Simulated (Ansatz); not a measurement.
# Moving the knobs of a GW run on MgH2 (P4_2/mnm)

A base run on MgH2 (P4_2/mnm), then changed inputs.

Program: Ansatz 0.2.0. Level of theory: G0W0 on PBE, plane waves, PAW; PAW set soft_1. Results are calculated unless marked as measured.

Most raw output is cut from this account.

**1. Starting point**

It takes space group P4_2/mnm (No. 136, tetragonal). The conventional cell has a = 4.517 Å, b = 4.517 Å, c = 3.021 Å, α = 90.00°, β = 90.00°, γ = 90.00°. Nearest to Mg lie 6 H at 1.95 Å. Nearest to H lie 3 Mg at 1.95 Å. Farther neighbours are not listed.

The cell and positions come from the Crystallography Open Database and are kept as given unless a step says otherwise.

**2. The base run: 4×4×4 mesh, 139 empty bands, screening to 100 eV, PAW set soft_1 files**

Now the one-shot GW correction: screening in the RPA, then the self-energy of the levels asked for. This step takes PAW set soft_1 files.

Input file input.yaml:

```yaml
crystal:
  lattice:
    - [4.5168, 0.0, 0.0]
    - [0.0, 4.5168, 0.0]
    - [0.0, 0.0, 3.0205]
  atoms:
    - { symbol: Mg, position: [0.0, 0.0, 0.0] }
    - { symbol: Mg, position: [0.5, 0.5, 0.5] }
    - { symbol: H, position: [0.306, 0.306, 0.0] }
    - { symbol: H, position: [0.194, 0.806, 0.5] }
    - { symbol: H, position: [0.694, 0.694, 0.0] }
    - { symbol: H, position: [0.806, 0.194, 0.5] }
kpoints:
  mp_grid: { grid: [4, 4, 4] }
hamiltonian:
  xc: pbe
  pseudopotentials: { kind: paw, azcp: { folder: soft_1 } }
scf:
  occupations: { method: fixed }
gw:
  n_empty_bands: 139
  ecut_chi: 100
  qp_bands: [v2, c2]
  qp_kpoints: band_edges
  screening: { model: contour_deformation }
```

The run is started by

```bash
$ ansatz run input.yaml --threads 2 --pin off --max-ram 92160MiB --backend cuda --events-out ev --progress --plain --runs-dir out --devices 1 --max-vram 13GiB
```

The job ended after 12 s (1 × NVIDIA H100 80GB HBM3 (shared by 6 runs) with 2 threads of AMD EPYC 7R13 (Zen 3), shared host; peak memory 1.1 GiB; 16 s of CPU time).

Numbers from this step:

```
bands summed                                 : 151
RPA ε∞ on this mesh (eigenvalues)            : 3.650, 3.655, 3.655
plane waves in the screening matrix          : 145
q-points in the mesh                         : 64
G0W0 gap on the mesh                         : 5.851 eV
k of the valence top                         : 0, 0.25, 0
k of the conduction bottom                   : -0.5, -0.5, -0.5
starting gap on the mesh                     : 3.906 eV
Z at the valence top                         : 0.7676
Z at the conduction bottom                   : 0.8108
least direct G0W0 gap on the computed points : 6.651 eV
```

The gap on the mesh goes from 3.91 eV to 5.85 eV, a correction of +1.95 eV. Between the two edge states, bare exchange in place of the xc potential would open the gap by 7.82 eV, and correlation takes back 5.87 eV.

**3. Variant: potentials**

Other atomic data (norm-conserving) test the pseudisation: the cutoff goes from 420 to 1142.88 eV, with the same valence electrons.

This step: G0W0 on PBE, plane waves, norm-conserving pseudopotentials.

input.yaml, as its differences from that of step 2:

```diff
@@ -16,3 +16,3 @@
   xc: pbe
-  pseudopotentials: { kind: paw, azcp: { folder: soft_1 } }
+  pseudopotentials: { kind: nc }
 scf:
```

Run time: 14 s. Hardware: 1 × NVIDIA H100 80GB HBM3 (shared by 6 runs) with 2 threads; peak memory 1.3 GiB; 19 s of CPU time.

The G0W0 gap on the mesh is 5.835 eV.

Against the base:

```csv
setting,base,variant
files,PAW set soft_1,norm-conserving
```

```csv
quantity,variant,base
starting gap on the mesh,3.899,3.906
G0W0 gap on the mesh,5.835,5.851
least direct G0W0 gap on the computed points,6.638,6.651
Z at the valence top,0.768,0.768
Z at the conduction bottom,0.811,0.811
```

**4. Variant: potentials**

This step: G0W0 on PBE, plane waves, PAW.

input.yaml, as its differences from that of step 3:

```diff
@@ -16,3 +16,3 @@
   xc: pbe
-  pseudopotentials: { kind: nc }
+  pseudopotentials: { kind: paw, source: ansatz }
 scf:
```

Run time: 24 s. Hardware: 1 × NVIDIA H100 80GB HBM3 (shared by 6 runs) with 2 threads; peak memory 1.2 GiB.

The G0W0 gap on the mesh is 5.850 eV.

Against the base:

```csv
setting,base,variant
files,PAW set soft_1,hard PAW
```

```csv
quantity,variant,base
starting gap on the mesh,3.902,3.906
G0W0 gap on the mesh,5.850,5.851
least direct G0W0 gap on the computed points,6.651,6.651
Z at the valence top,0.768,0.768
Z at the conduction bottom,0.811,0.811
```

**5. Variant: frequency model**

A plasmon pole stands in for the full frequency dependence of the screening; this run shows what that costs in accuracy.

This step: G0W0 on PBE, plane waves, PAW; PAW set soft_1.

input.yaml, as its differences from that of step 4:

```diff
@@ -16,3 +16,3 @@
   xc: pbe
-  pseudopotentials: { kind: paw, source: ansatz }
+  pseudopotentials: { kind: paw, azcp: { folder: soft_1 } }
 scf:
@@ -24,2 +24,2 @@
   qp_kpoints: band_edges
-  screening: { model: contour_deformation }
+  screening: { model: godby_needs }
```

The job ended after 14 s (1 × NVIDIA H100 80GB HBM3 (shared by 6 runs) with 2 threads; peak memory 1.1 GiB).

The G0W0 gap on the mesh is 5.865 eV.

Against the base:

```csv
setting,base,variant
frequency model,contour deformation,plasmon pole
```

```csv
quantity,variant,base
starting gap on the mesh,3.906,3.906
G0W0 gap on the mesh,5.865,5.851
least direct G0W0 gap on the computed points,6.680,6.651
Z at the valence top,0.780,0.768
Z at the conduction bottom,0.819,0.811
```

**6. What came out**

| Quantity | Value |
| --- | --- |
| base | 5.85 eV, 12 s |
| potentials | 5.83 eV, 14 s |
| potentials | 5.85 eV, 24 s |
| frequency model | 5.86 eV, 14 s |

**Reading.** Potentials: the gap moves by −0.02 eV (the plane-wave cutoff goes from 420 to 1142.88 eV). Potentials: the gap moves by −0.001 eV and the time by a factor of 2.1 (the plane-wave cutoff goes from 420 to 800 eV). Frequency model: the gap moves by +0.01 eV. All runs here use a coarse mesh and modest cutoffs; they test settings and are not final values. The 4×4×4 mesh is coarse for this cell (its supercell is 12 Å along the shortest edge). The RPA ε∞ on it, from the PBE start, is 3.65 and 3.66; such meshes misread the long-range screening, most where the gap is narrow.

[Paths, hosts, dates, memory and timing lines, banners, echoed tables and standing remarks are left out of the program output.]

[Logs are printed without paths, hosts, clocks, repeated set-up lines and the standing remarks that a program may print on its own settings, such as how far it seeks lower states.]

[Runs of the session that timed out or met a known fault of the program may be left out.]

[Cells called generated may have been cut or substituted from an entry of the Crystallography Open Database or the Materials Project.]

[Hosts, paths, dates, database ids (printed as entryN), source tags and the programs' standing remarks are cut or masked in the printed files.]
